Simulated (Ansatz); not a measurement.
## Starting-point dependence of the GW gap of SiO2 (P3_221)

How much of the starting functional survives in the G0W0 gap of SiO2 (P3_221)?

Method: G0W0 on several functionals, plane waves, PAW, in Ansatz 0.2.0.

Report form: the programs' logs are mostly left out.

In doubt: masses and optical values from hybrid runs of this build are listed as unsure (steps 3, 4), which bears on the screening that GW takes from such a start.

**1. The structure**

It takes space group P3_221 (No. 154, trigonal). The conventional cell has a = 4.916 Å, b = 4.916 Å, c = 5.408 Å, α = 90.00°, β = 90.00°, γ = 120.00°. Si has 4 O at 1.61 Å nearest. O has 2 Si at 1.61 Å nearest. Farther neighbours and most contacts between anions are not listed.

The cell and positions come from the Crystallography Open Database and are kept as given unless a step says otherwise.

**2. G0W0 on PBE**

Now the one-shot GW correction: screening in the RPA, then the self-energy of the levels asked for. This step takes hard PAW files.

This step: G0W0 on PBE, plane waves, PAW.

Input file input.yaml:

```yaml
crystal:
  lattice:
    - [4.91636, 0.0, 0.0]
    - [-2.45818, 4.2576926541, 0.0]
    - [0.0, 0.0, 5.4084]
  atoms:
    - { symbol: Si, position: [0.46973, 0.0, 0.6666666667] }
    - { symbol: Si, position: [0.0, 0.46973, 0.3333333333] }
    - { symbol: Si, position: [0.53027, 0.53027, 0.0] }
    - { symbol: O, position: [0.41354, 0.26758, 0.78558] }
    - { symbol: O, position: [0.73242, 0.14596, 0.4522466667] }
    - { symbol: O, position: [0.85404, 0.58646, 0.1189133333] }
    - { symbol: O, position: [0.26758, 0.41354, 0.21442] }
    - { symbol: O, position: [0.14596, 0.73242, 0.5477533333] }
    - { symbol: O, position: [0.58646, 0.85404, 0.8810866667] }
kpoints:
  mp_grid: { grid: [6, 6, 4] }
hamiltonian:
  xc: pbe
  pseudopotentials: { kind: paw, source: ansatz }
scf:
  occupations: { method: fixed }
gw:
  n_empty_bands: 673
  ecut_chi: 190.0
  qp_bands: [v3, c3]
  qp_kpoints: band_edges
  screening: { model: contour_deformation }
```

The run is started by

```console
ansatz run input.yaml --threads 4 --pin off --max-ram 138240MiB --backend cuda --events-out ev --progress --plain --runs-dir out --devices 1 --max-vram 26GiB
```

Elapsed: 7.1 min, on 1 × NVIDIA H100 80GB HBM3 (shared by 3 runs) with 4 threads of AMD EPYC 7R13 (Zen 3), shared host; peak memory 5.2 GiB.

Numbers from this step:

```yaml
bands_summed: 697
rpa_eps_infinity_on_this_mesh_eigenvalues: 2.332, 2.332, 2.362
plane_waves_in_the_screening_matrix: 673
q_points_in_the_mesh: 144
g0w0_gap_on_the_mesh: 9.090 eV
k_of_the_valence_top: 0.3333, 0.3333, 0
k_of_the_conduction_bottom: 0, 0, 0
starting_gap_on_the_mesh: 5.995 eV
z_at_the_valence_top: 0.8052
z_at_the_conduction_bottom: 0.8660
least_direct_g0w0_gap_on_the_computed_points: 9.452 eV
```

The gap on the mesh goes from 5.99 eV to 9.09 eV, a correction of +3.10 eV. Between the two edge states, bare exchange in place of the xc potential would open the gap by 10.50 eV, and correlation takes back 7.41 eV.

**3. G0W0 on HSE06**

One-shot GW remembers its start. Another functional's orbitals and levels show by how much.

This step: G0W0 on HSE06, plane waves, PAW.

input.yaml: that of step 2 with these lines changed.

```diff
@@ -18,3 +18,3 @@
 hamiltonian:
-  xc: pbe
+  xc: hse06
   pseudopotentials: { kind: paw, source: ansatz }
```

The job ended after 5.8 min (1 × NVIDIA H100 80GB HBM3 (shared by 3 runs) with 4 threads; peak memory 6.3 GiB; 9.2 min of CPU time).

Numbers from this step:

```yaml
bands_summed: 697
rpa_eps_infinity_on_this_mesh_eigenvalues: 2.100, 2.100, 2.122
plane_waves_in_the_screening_matrix: 673
q_points_in_the_mesh: 144
g0w0_gap_on_the_mesh: 9.868 eV
k_of_the_valence_top: 0.3333, 0.3333, 0
k_of_the_conduction_bottom: 0, 0, 0
starting_gap_on_the_mesh: 7.828 eV
z_at_the_valence_top: 0.8329
z_at_the_conduction_bottom: 0.8875
least_direct_g0w0_gap_on_the_computed_points: 10.23 eV
```

Against the run with 6×6×4 mesh, 673 empty bands, screening to 190 eV, hard PAW files on PBE, the gap moves by +0.78 eV, while the start moved by +1.83 eV.

**4. G0W0 on PBE0**

This step: G0W0 on PBE0, plane waves, PAW.

input.yaml: that of step 3 with these lines changed.

```diff
@@ -18,3 +18,3 @@
 hamiltonian:
-  xc: hse06
+  xc: pbe0
   pseudopotentials: { kind: paw, source: ansatz }
```

Elapsed: 6.7 min, on 1 × NVIDIA H100 80GB HBM3 (shared by 3 runs) with 4 threads; peak memory 6 GiB; 11 min of CPU time.

This step gave:

| Property | Result |
| --- | --- |
| bands summed | 697 |
| RPA ε∞ on this mesh (eigenvalues) | 2.052, 2.052, 2.072 |
| plane waves in the screening matrix | 673 |
| G0W0 gap on the mesh | 10.07 eV |
| k of the valence top | 0.3333, 0.3333, 0 |
| k of the conduction bottom | 0, 0, 0 |
| starting gap on the mesh | 8.592 eV |
| least direct G0W0 gap on the computed points | 10.44 eV |

Against the run with 6×6×4 mesh, 673 empty bands, screening to 190 eV, hard PAW files on HSE06, the gap moves by +0.21 eV, while the start moved by +0.76 eV.

**5. The starts together**

All on the 6×6×4 mesh with 673 empty bands and screening to 190 eV. Times are wall times on 1 × NVIDIA H100 80GB HBM3 (shared by 3 runs) with 4 threads of AMD EPYC 7R13 (Zen 3), shared host, good to a factor of about two.

| start | starting gap (eV) | shift (eV) | G0W0 gap (eV) | RPA ε∞ (harmonic mean) | Z (valence, conduction) | time |
| --- | --- | --- | --- | --- | --- | --- |
| PBE | 5.99 | +3.10 | 9.09 | 2.34 | 0.81, 0.87 | 7.1 min |
| HSE06 | 7.83 | +2.04 | 9.87 | 2.11 | 0.83, 0.89 | 5.8 min |
| PBE0 | 8.59 | +1.48 | 10.07 | 2.06 | 0.84, 0.89 | 6.7 min |

The parts of the quasiparticle energy at the two band edges (eV; QP = start + Σx + Σc − Vxc):

| run | edge | start | Σx | Σc | Vxc | Z | QP |
| --- | --- | --- | --- | --- | --- | --- | --- |
| PBE | valence top | 2.52 | -26.83 | 3.93 | -20.91 | 0.81 | 0.53 |
| PBE | conduction bottom | 8.52 | -7.85 | -3.48 | -12.43 | 0.87 | 9.62 |
| HSE06 | valence top | 1.18 | -26.85 | 3.43 | -22.25 | 0.83 | 0.01 |
| HSE06 | conduction bottom | 9.01 | -7.21 | -3.23 | -11.30 | 0.89 | 9.88 |
| PBE0 | valence top | 0.78 | -26.85 | 3.30 | -22.66 | 0.84 | -0.11 |
| PBE0 | conduction bottom | 9.37 | -7.20 | -3.14 | -10.93 | 0.89 | 9.96 |

For a hybrid start, Vxc holds its share of exact exchange.

**6. Results**

| Property | Result |
| --- | --- |
| G0W0@PBE | 9.09 eV (start 5.99 eV) |
| G0W0@HSE06 | 9.87 eV (start 7.83 eV) |
| G0W0@PBE0 | 10.07 eV (start 8.59 eV) |
| known limits | not at the basis limit |

**Reading.** The starting gaps span 2.60 eV and the G0W0 gaps 0.98 eV. Between PBE and PBE0, 0.98 eV of the 2.60 eV survives, 38 %. PBE0 screens less than PBE (ε∞ 2.06 against 2.34). Of the 0.98 eV by which its G0W0 gap is higher, the correlation part gives +0.97 eV, and exchange with the one-particle terms, which follow the orbitals, +0.02 eV. The smallest correction, +1.48 eV, is on PBE0, the start nearest to reproducing itself. Bands and cutoff are finite, so the gap is not at the basis limit. The miss can reach some tenths of an eV and take either sign; the mesh is an error of its own.

[Paths, hosts, dates, memory and timing lines, banners, echoed tables and standing remarks are left out of the program output.]

[Logs are printed without paths, hosts, clocks, repeated set-up lines and the standing remarks that a program may print on its own settings, such as how far it seeks lower states.]

[Runs of the session that timed out or met a known fault of the program may be left out.]

[Cells called generated may have been cut or substituted from an entry of the Crystallography Open Database or the Materials Project.]

[Hosts, paths, dates, database ids (printed as entryN), source tags and the programs' standing remarks are cut or masked in the printed files.]
